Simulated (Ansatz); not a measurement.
# Phonons of HfO2 (P2_1/c) against volume, part 2 of 2

Aim: how do the optical modes of HfO2 (P2_1/c) move with volume?

Ansatz 0.2.0; DFT LDA, scalar-relativistic, plane waves, PAW; PAW set soft_1.

So far, mean high-frequency dielectric constant: step 4 (zone-centre response at rest) 4.98.

### 6. Zone-centre modes of the member: 1.06 times the volume at rest

The zone-centre modes follow for 1.06 times the volume at rest, with the response to a field.

input.yaml

```yaml
crystal:
  lattice:
    - [5.1646540302, 0.0, -0.0368690526]
    - [0.0, 5.1933991694, 0.0]
    - [-0.9040385877, 0.0, 5.2811363954]
  atoms:
    - { symbol: O, position: [0.4530986501, 0.7568520193, 0.4738218518] }
    - { symbol: O, position: [0.5469013499, 0.2568520193, 0.0261781482] }
    - { symbol: O, position: [0.5469013499, 0.2431479807, 0.5261781482] }
    - { symbol: O, position: [0.4530986501, 0.7431479807, 0.9738218518] }
    - { symbol: O, position: [0.0641407942, 0.3242321974, 0.353541309] }
    - { symbol: O, position: [0.9358592058, 0.8242321974, 0.146458691] }
    - { symbol: O, position: [0.9358592058, 0.6757678026, 0.646458691] }
    - { symbol: O, position: [0.0641407942, 0.1757678026, 0.853541309] }
    - { symbol: Hf, position: [0.2751959023, 0.0451388261, 0.2088809245] }
    - { symbol: Hf, position: [0.7248040977, 0.5451388261, 0.2911190755] }
    - { symbol: Hf, position: [0.7248040977, 0.9548611739, 0.7911190755] }
    - { symbol: Hf, position: [0.2751959023, 0.4548611739, 0.7088809245] }
kpoints:
  mp_grid: { grid: [4, 4, 4] }
hamiltonian:
  xc: lda
  pseudopotentials: { kind: paw, azcp: { folder: soft_1 }, xc_functional: pbe }
scf:
  occupations: { method: fixed }
output:
  eigenvalues: true
phonons:
  method: dfpt
  dielectric: true
  rigid_motions: translations
```

Run with:

```
$ ansatz run input.yaml --threads 8 --pin off --max-ram 20480MiB --backend cpu --events-out ev --progress --plain --runs-dir out
```

Elapsed: 6.1 min, on 8 threads of Arm Neoverse N1, shared host; peak memory 5.6 GiB; 44 min of CPU time.

This step gave:

- sum-rule residual before enforcement: 3.14e-5 eV/Å²
- miss of the charge sum rule: 0.007112 e
- estimated error of the dielectric tensor: 0.01394
- estimated error of the Born charges: 0.1440 e
- highest optical mode at the zone centre (no LO-TO term): 725.0 cm⁻¹
- lowest optical zone-centre mode: 108.7 cm⁻¹
- mean high-frequency dielectric constant: 4.923
- largest Born charge (third of the trace): 5.122 e
- mean static dielectric constant: 20.03
- top of the zone-centre spectrum with the field: 750.7 cm⁻¹

Without the LO-TO term. Patterns of degenerate modes are one choice out of their space. Modes at Γ, with each element's share of the kinetic energy; the lowest 24 and highest 6 of 36:

| mode | frequency (cm⁻¹) | symmetry | O % | Hf % |
| --- | --- | --- | --- | --- |
| 1 | 0.0 | acoustic | 15 | 85 |
| 2 | 0.0 | acoustic | 15 | 85 |
| 3 | 0.0 | acoustic | 15 | 85 |
| 4 | 108.7 | Ag | 19 | 81 |
| 5 | 116.1 | Bg | 1 | 99 |
| 6 | 120.6 | Au | 1 | 99 |
| 7 | 123.8 | Ag | 14 | 86 |
| 8 | 153.9 | Ag | 69 | 31 |
| 9 | 156.6 | Bg | 1 | 99 |
| 10 | 166.8 | Au | 5 | 95 |
| 11 | 203.0 | Bu | 72 | 28 |
| 12 | 227.8 | Bu | 44 | 56 |
| 13 | 228.7 | Bg | 2 | 98 |
| 14 | 237.2 | Ag | 19 | 81 |
| 15 | 256.8 | Au | 91 | 9 |
| 16 | 289.4 | Ag | 86 | 14 |
| 17 | 298.1 | Bu | 89 | 11 |
| 18 | 302.4 | Au | 93 | 7 |
| 19 | 318.9 | Bu | 87 | 13 |
| 20 | 322.4 | Bg | 99 | 1 |
| 21 | 341.2 | Bu | 79 | 21 |
| 22 | 352.8 | Ag | 96 | 4 |
| 23 | 366.5 | Bg | 99 | 1 |
| 24 | 385.3 | Au | 96 | 4 |
| 31 | 556.9 | Au | 99 | 1 |
| 32 | 584.4 | Bg | 100 | 0 |
| 33 | 612.0 | Au | 100 | 0 |
| 34 | 618.5 | Ag | 99 | 1 |
| 35 | 686.9 | Bu | 100 | 0 |
| 36 | 725.0 | Bg | 99 | 1 |

Displacements in mode 4 (108.7 cm⁻¹), the largest set to 1:
```
O1  -0.56  0.06  0.85
O2   0.56  0.06 -0.85
O3   0.56 -0.06 -0.85
O4  -0.56 -0.06  0.85
O5   0.80  0.87 -1.00
O6  -0.80  0.87  1.00
O7  -0.80 -0.87  1.00
O8   0.80 -0.87 -1.00
Hf9  0.30 -0.63 -0.91
Hf10-0.30 -0.63  0.91
Hf11-0.30  0.63  0.91
Hf12 0.30  0.63 -0.91
```

Displacements in mode 16 (289.4 cm⁻¹), the largest set to 1:
```
O1  -0.09  0.06  1.00
O2   0.09  0.06 -1.00
O3   0.09 -0.06 -1.00
O4  -0.09 -0.06  1.00
O5  -0.18  0.02 -0.09
O6   0.18  0.02  0.09
O7   0.18 -0.02  0.09
O8  -0.18 -0.02 -0.09
Hf9 -0.12  0.03  0.03
Hf10 0.12  0.03 -0.03
Hf11 0.12 -0.03 -0.03
Hf12-0.12 -0.03  0.03
```

Transverse modes. Lines of the infrared spectrum (strongest = 100):

| position (cm⁻¹) | relative intensity |
| --- | --- |
| 167 | 4.9 |
| 203 | 24 |
| 228 | 5.3 |
| 257 | 25 |
| 298 | 100 |
| 302 | 35 |
| 319 | 30 |
| 341 | 51 |
| 385 | 54 |
| 471 | 34 |
| 478 | 12 |
| 557 | 14 |
| 687 | 16 |

Without the LO-TO term the lowest optical mode is real, 109 cm⁻¹, and the highest lies at 725.0 cm⁻¹.

### 7. Relaxation of a member: 0.9 times the volume at rest

The cell is set to 0.9 times the volume at rest, and shape and atoms relax at that volume.

input.yaml

```yaml
crystal:
  lattice:
    - [4.8419752294, 0.0, 0.1011466046]
    - [0.0, 5.0957582469, 0.0]
    - [-0.7093754763, 0.0, 4.8536744094]
  atoms:
    - { symbol: O, position: [0.4414967966, 0.762242924, 0.4905301338] }
    - { symbol: O, position: [0.5585032034, 0.262242924, 0.0094698662] }
    - { symbol: O, position: [0.5585032034, 0.237757076, 0.5094698662] }
    - { symbol: O, position: [0.4414967966, 0.737757076, 0.9905301338] }
    - { symbol: O, position: [0.0970361587, 0.3816690176, 0.3007374207] }
    - { symbol: O, position: [0.9029638413, 0.8816690176, 0.1992625793] }
    - { symbol: O, position: [0.9029638413, 0.6183309824, 0.6992625793] }
    - { symbol: O, position: [0.0970361587, 0.1183309824, 0.8007374207] }
    - { symbol: Hf, position: [0.2766263928, 0.0389561329, 0.2136941012] }
    - { symbol: Hf, position: [0.7233736072, 0.5389561329, 0.2863058988] }
    - { symbol: Hf, position: [0.7233736072, 0.9610438671, 0.7863058988] }
    - { symbol: Hf, position: [0.2766263928, 0.4610438671, 0.7136941012] }
kpoints:
  mp_grid: { grid: [4, 4, 4] }
hamiltonian:
  xc: lda
  pseudopotentials: { kind: paw, azcp: { folder: soft_1 }, xc_functional: pbe }
scf:
  occupations: { method: fixed }
output:
  forces: true
  stress: true
  eigenvalues: true
relax:
  adjacent_minimum: "off"
  f_tol: 0.001
  max_steps: 60
  cell: { stress_tol: 0.01, fix: [volume] }
```

Wall time 67 s (8 threads); peak memory 0.89 GiB.

The steps of the relaxation:

| step | energy less that of the first step (eV) | largest force component (eV/Å) | pressure (GPa) | volume (Å³) |
| --- | --- | --- | --- | --- |
| 1 | 0.0000 | 0.1141 | 22.17 | 120.12 |
| 2 | -0.0165 | 0.1030 | 20.65 | 120.12 |
| 3 | -0.0259 | 0.0646 | 19.01 | 120.12 |
| 4 | -0.0279 | 0.0305 | 18.61 | 120.12 |
| 5 | -0.0284 | 0.0198 | 18.62 | 120.12 |
| 6 | -0.0285 | 0.0017 | 18.63 | 120.12 |
| 7 | -0.0285 | 0.0004 | 18.64 | 120.12 |
| 8* | -0.0294 | 0.0005 | 18.65 | 120.12 |
| 9 | -0.0294 | 0.0007 | 18.55 | 120.12 |
| 10* | -0.0293 | 0.0007 | 18.55 | 120.12 |

Relaxation steps marked * repeat the geometry before them on a plane-wave basis chosen anew for their cell, so energy and pressure can jump there.

The run keeps the 4 symmetry operations that it works with, so distortions that break them were not tested.

| cell as run | before | after | change |
| --- | --- | --- | --- |
| a (Å) | 4.843 | 4.846 | +0.1 % |
| b (Å) | 5.096 | 5.128 | +0.6 % |
| c (Å) | 4.905 | 4.862 | -0.9 % |
| β (°) | 97.12 | 96.23 | -0.9 % |
| volume (Å³/atom) | 10.01 | 10.01 | +0.0 % |

The atoms that moved most (Å, as changes of fractional coordinates times the final cell):

| atom | dx | dy | dz | length |
| --- | --- | --- | --- | --- |
| O7 | -0.031 | -0.038 | 0.038 | 0.062 |
| O8 | 0.031 | -0.038 | -0.038 | 0.062 |
| O5 | 0.031 | 0.038 | -0.038 | 0.062 |
| O6 | -0.031 | 0.038 | 0.038 | 0.062 |
| Hf10 | 0.008 | -0.006 | -0.015 | 0.018 |
| Hf12 | -0.008 | 0.006 | 0.015 | 0.018 |
| Hf9 | -0.008 | -0.006 | 0.015 | 0.018 |
| Hf11 | 0.008 | 0.006 | -0.015 | 0.018 |

Numbers from this step:

* pressure: 18.55 GPa
* gap on the k-mesh: 4.640 eV
* volume per atom: 10.01 Å³

The largest force component left is 0.72 meV/Å, at a pressure of 18.55 GPa.

### 8. Modes of this member: 0.9 times the volume at rest

The zone-centre modes follow for 0.9 times the volume at rest, with the response to a field.

input.yaml

```yaml
crystal:
  lattice:
    - [4.8442390305, 0.0, 0.1414415081]
    - [0.0, 5.1279011256, 0.0]
    - [-0.6685319542, 0.0, 4.8161954947]
  atoms:
    - { symbol: O, position: [0.4414007207, 0.7620857016, 0.4925259616] }
    - { symbol: O, position: [0.5585992793, 0.2620857016, 0.0074740384] }
    - { symbol: O, position: [0.5585992793, 0.2379142984, 0.5074740384] }
    - { symbol: O, position: [0.4414007207, 0.7379142984, 0.9925259616] }
    - { symbol: O, position: [0.1023664088, 0.3890300914, 0.2926147405] }
    - { symbol: O, position: [0.8976335912, 0.8890300914, 0.2073852595] }
    - { symbol: O, position: [0.8976335912, 0.6109699086, 0.7073852595] }
    - { symbol: O, position: [0.1023664088, 0.1109699086, 0.7926147405] }
    - { symbol: Hf, position: [0.275348455, 0.0378606041, 0.2167941944] }
    - { symbol: Hf, position: [0.724651545, 0.5378606041, 0.2832058056] }
    - { symbol: Hf, position: [0.724651545, 0.9621393959, 0.7832058056] }
    - { symbol: Hf, position: [0.275348455, 0.4621393959, 0.7167941944] }
kpoints:
  mp_grid: { grid: [4, 4, 4] }
hamiltonian:
  xc: lda
  pseudopotentials: { kind: paw, azcp: { folder: soft_1 }, xc_functional: pbe }
scf:
  occupations: { method: fixed }
output:
  eigenvalues: true
phonons:
  method: dfpt
  dielectric: true
  rigid_motions: translations
```

Elapsed: 5.4 min, on 8 threads; peak memory 5.1 GiB; 39 min of CPU time.

Numbers from this step:

| Item | Value |
| --- | --- |
| sum-rule residual before enforcement | 5.20e-5 eV/Å² |
| miss of the charge sum rule | 0.002839 e |
| estimated error of the dielectric tensor | 0.01546 |
| estimated error of the Born charges | 0.1427 e |
| highest optical mode at the zone centre (no LO-TO term) | 786.1 cm⁻¹ |
| lowest optical zone-centre mode | 145.7 cm⁻¹ |
| mean high-frequency dielectric constant | 5.202 |
| largest Born charge (third of the trace) | 5.181 e |
| mean static dielectric constant | 16.66 |
| top of the zone-centre spectrum with the field | 856.1 cm⁻¹ |

Without the LO-TO term. Patterns of degenerate modes are one choice out of their space. Modes at Γ, with each element's share of the kinetic energy; the lowest 24 and highest 6 of 36:

| mode | frequency (cm⁻¹) | symmetry | O % | Hf % |
| --- | --- | --- | --- | --- |
| 1 | 0.0 | acoustic | 15 | 85 |
| 2 | 0.0 | acoustic | 15 | 85 |
| 3 | 0.0 | acoustic | 15 | 85 |
| 4 | 145.7 | Au | 4 | 96 |
| 5 | 146.5 | Bg | 3 | 97 |
| 6 | 150.4 | Ag | 3 | 97 |
| 7 | 161.4 | Ag | 2 | 98 |
| 8 | 174.2 | Au | 5 | 95 |
| 9 | 176.0 | Bg | 5 | 95 |
| 10 | 244.2 | Bu | 82 | 18 |
| 11 | 245.1 | Bg | 1 | 99 |
| 12 | 245.4 | Ag | 53 | 47 |
| 13 | 274.2 | Bu | 20 | 80 |
| 14 | 292.5 | Ag | 47 | 53 |
| 15 | 313.0 | Au | 91 | 9 |
| 16 | 353.6 | Bu | 81 | 19 |
| 17 | 382.7 | Au | 95 | 5 |
| 18 | 386.8 | Bg | 96 | 4 |
| 19 | 406.9 | Bu | 95 | 5 |
| 20 | 419.6 | Ag | 99 | 1 |
| 21 | 432.6 | Ag | 99 | 1 |
| 22 | 464.7 | Bg | 99 | 1 |
| 23 | 467.2 | Au | 93 | 7 |
| 24 | 489.0 | not assigned | 100 | 0 |
| 31 | 657.5 | Au | 99 | 1 |
| 32 | 710.2 | Ag | 99 | 1 |
| 33 | 748.0 | Bg | 99 | 1 |
| 34 | 772.2 | Au | 99 | 1 |
| 35 | 783.8 | Bg | 100 | 0 |
| 36 | 786.1 | Bu | 99 | 1 |

Transverse modes. Lines of the infrared spectrum (strongest = 100):

| position (cm⁻¹) | lines merged | relative intensity |
| --- | --- | --- |
| 146 | 2 | 0.1 |
| 150 | 1 | 0.0 |
| 161 | 1 | 0.0 |
| 174 | 1 | 0.0 |
| 176 | 1 | 0.0 |
| 244 | 1 | 32 |
| 245 | 2 | 0.0 |
| 274 | 1 | 14 |
| 292 | 1 | 0.0 |
| 313 | 1 | 26 |
| 354 | 1 | 100 |
| 383 | 1 | 34 |
| 387 | 1 | 0.0 |
| 407 | 1 | 26 |
| 420 | 1 | 0.0 |
| 433 | 1 | 0.0 |
| 465 | 1 | 0.0 |
| 467 | 1 | 73 |
| 489 | 2 | 0.0 |
| 506 | 1 | 5.7 |
| 510 | 1 | 47 |
| 567 | 1 | 31 |
| 636 | 1 | 0.0 |
| 641 | 1 | 0.0 |
| 658 | 1 | 30 |
| 710 | 1 | 0.0 |
| 748 | 1 | 0.0 |
| 772 | 1 | 1.8 |
| 784 | 1 | 0.0 |
| 786 | 1 | 24 |

Without the LO-TO term the lowest optical mode is real, 146 cm⁻¹, and the highest lies at 786.1 cm⁻¹.

Between step 4 and this run (volume ratio 0.9) the value for the mean high-frequency dielectric constant moves from 4.98 to 5.20 (+4 %).

### 9. The series together

The members are set side by side, also those not shown above.

Each row is one cell with its response, relaxed at fixed volume as far as symmetry leaves anything free; energies are extrapolated to zero smearing, and E0 is that at rest; the axis is the Cartesian z axis of the cell; shape and atoms are relaxed in each cell where symmetry leaves them free. State of the crystal along the series:

| volume ratio | V (Å³/atom) | pressure (GPa) | E - E0 (meV/atom) | first cell vector (Å) | third cell vector (Å) | gap on mesh (eV) | ε∞ along the axis | ε∞ across the axis, mean | ε0 along the axis | ε0 across the axis, mean | largest Born charge in size, a third of the trace (e) | top mode with the field, highest of q along x, y and z (cm⁻¹) |
| --- | --- | --- | --- | --- | --- | --- | --- | --- | --- | --- | --- | --- |
| 0.9 | 10.01 | 18.55 | 62.29 | 4.846 | 4.862 | 4.64 | 4.944 | 5.331 | 15.91 | 17.04 | 5.181 | 856.1 |
| 0.92 | 10.23 | 14.46 | 39.4 | 4.879 | 4.941 | 4.558 | 4.891 | 5.278 | 14.74 | 17.48 | 5.179 | 849.7 |
| 0.94 | 10.46 | 10.62 | 22.02 | 4.917 | 5.014 | 4.484 | 4.845 | 5.228 | 14.2 | 17.92 | 5.177 | 842.2 |
| 0.96 | 10.68 | 7.009 | 9.842 | 4.96 | 5.084 | 4.291 | 4.807 | 5.181 | 14.02 | 18.34 | 5.175 | 833.6 |
| 0.98 | 10.9 | 3.561 | 2.507 | 5.003 | 5.152 | 4.076 | 4.778 | 5.133 | 14.14 | 18.72 | 5.17 | 823 |
| 0.99 | 11.01 | 1.813 | 0.6182 | 5.026 | 5.185 | 3.995 | 4.768 | 5.11 | 14.32 | 18.9 | 5.167 | 816.4 |
| 1 | 11.12 | -0.001326 | 0 | 5.048 | 5.216 | 3.945 | 4.762 | 5.088 | 14.57 | 19.1 | 5.163 | 808.6 |
| 1.02 | 11.35 | -3.912 | 2.688 | 5.09 | 5.271 | 3.918 | 4.758 | 5.052 | 15.31 | 19.67 | 5.152 | 789.7 |
| 1.04 | 11.57 | -7.835 | 10.81 | 5.129 | 5.317 | 3.926 | 4.759 | 5.027 | 16.23 | 20.48 | 5.139 | 769.7 |
| 1.06 | 11.79 | -11.41 | 24.27 | 5.165 | 5.358 | 3.939 | 4.758 | 5.005 | 17.27 | 21.41 | 5.122 | 750.7 |

Without the LO-TO term; each mode is tracked from rest by its pattern, and modes that stay within 0.3 cm⁻¹ of each other stand once; the 10 lowest of 33 levels; shape and atoms are relaxed in each cell where symmetry leaves them free. Optical modes along the series:

| V (Å³/atom) | mode 4 Ag (cm⁻¹) | mode 5 Bg (cm⁻¹) | mode 6 (cm⁻¹) | mode 7 to Ag (cm⁻¹) | mode 8 Ag (cm⁻¹) | mode 9 Bg (cm⁻¹) | mode 10 Au (cm⁻¹) | mode 11 Bu (cm⁻¹) | mode 12 Bg (cm⁻¹) | mode 13 to Bu (cm⁻¹) |
| --- | --- | --- | --- | --- | --- | --- | --- | --- | --- | --- |
| 10.01 | 150.4 | 146.5 | 145.7 | 161.4 | 245.4 | 176 | 174.2 | 244.2 | 245.1 | 274.2 |
| 10.23 | 148.4 | 143.9 | 144.9 | 159.3 | 228.4 | 174.8 | 177.2 | 250.5 | 246.3 | 276.2 |
| 10.46 | 145.3 | 141.2 | 143.6 | 156.6 | 206.6 | 173.5 | 179.2 | 249.3 | 246.5 | 277.4 |
| 10.68 | 141.7 | 138.4 | 141.7 | 152.7 | 181.1 | 172.1 | 181.3 | 246 | 246.2 | 273.8 |
| 10.9 | 137.2 | 135.4 | 138.8 | 144.9 | 157.5 | 170.3 | 183.5 | 241.8 | 245.6 | 265.2 |
| 11.01 | 131.7 | 133.7 | 137.1 | 138.8 | 151.7 | 169.2 | 184.1 | 239.1 | 244.9 | 259.6 |
| 11.12 | 123.3 | 131.8 | 135 | 135.7 | 148.7 | 167.8 | 183.8 | 235.9 | 243.8 | 253.9 |
| 11.35 | 115.5 | 127.3 | 130.3 | 130.7 | 146.1 | 164.2 | 180.3 | 227.9 | 239.9 | 243.4 |
| 11.57 | 114.4 | 122 | 125.4 | 126.3 | 148.1 | 160.3 | 174.1 | 217.5 | 234.6 | 234.5 |
| 11.79 | 108.7 | 116.1 | 120.6 | 123.8 | 153.9 | 156.6 | 166.8 | 203 | 228.7 | 227.8 |

From cubic fits (parabolas where under five rows exist) of ln ω and P against ln V through the rows within about 4 % of rest: γ = −d ln ω / d ln V and dω/dP = γ ω / B. Slopes at rest:

| mode | fitted frequency at rest (cm⁻¹) | Grüneisen parameter γ | dω/dP (cm⁻¹/GPa) |
| --- | --- | --- | --- |
| mode 4 Ag | 124.6 | 4.95 | 3.3 |
| mode 5 Bg | 131.8 | 1.52 | 1.07 |
| mode 6 | 135 | 1.61 | 1.16 |
| mode 7 to Ag | 136.1 | 2.51 | 1.83 |
| mode 8 Ag | 148.3 | 1.65 | 1.31 |
| mode 9 Bg | 167.7 | 0.92 | 0.83 |
| mode 10 Au | 183.6 | 0.42 | 0.41 |
| mode 11 Bu | 235.9 | 1.46 | 1.83 |
| mode 12 Bg | 243.7 | 0.57 | 0.74 |
| mode 13 to Bu | 254.1 | 2.22 | 3.01 |
| mode 14 to Au | 255.8 | 0.92 | 1.26 |
| mode 15 to Ag | 255.4 | 0.93 | 1.27 |
| mode 16 Bu | 319.4 | 0.7 | 1.19 |

### 10. Results

* members: 10
* highest optical mode at the zone centre (no LO-TO term), at rest: 771.8 cm⁻¹
* bulk modulus at rest: 187 GPa
* mode 13 to Bu, γ: 2.22
* mode 14 to Au, γ: 0.92
* mode 15 to Ag, γ: 0.93
* mode 16 Bu, γ: 0.70

In words: The series spans -11.4 to 18.6 GPa, and the slope at rest gives a bulk modulus of 187 GPa. Among the modes in the table of slopes γ runs from 0.42 (mode 10 Au) to 4.95 (mode 4 Ag). ε∞ along z is 4.76 at rest, with d ln ε∞ / d ln V = -0.09. The patterns mix along the series (least overlap between neighbouring members 0.61), so columns can swap where modes come close. One k mesh and one cutoff serve the ground states and modes of all volumes; the field response picks its own mesh. These are harmonic frequencies at zero temperature: anharmonic shifts, linewidths and thermal expansion are left out. Spin-orbit coupling is left out, which can matter for the heavy elements here. The PAW files were made for PBE; the program adapts parts of them to the functional of the run, but their partial waves stay those of PBE, an approximation that was not tested in this session. Only the zone centre was solved, so an instability at another wavevector cannot show here.

[Logs are printed without paths, hosts, clocks, repeated set-up lines and the standing remarks that a program may print on its own settings, such as how far it seeks lower states.]

[Hosts, paths, dates, database ids (printed as entryN), source tags and the programs' standing remarks are cut or masked in the printed files.]
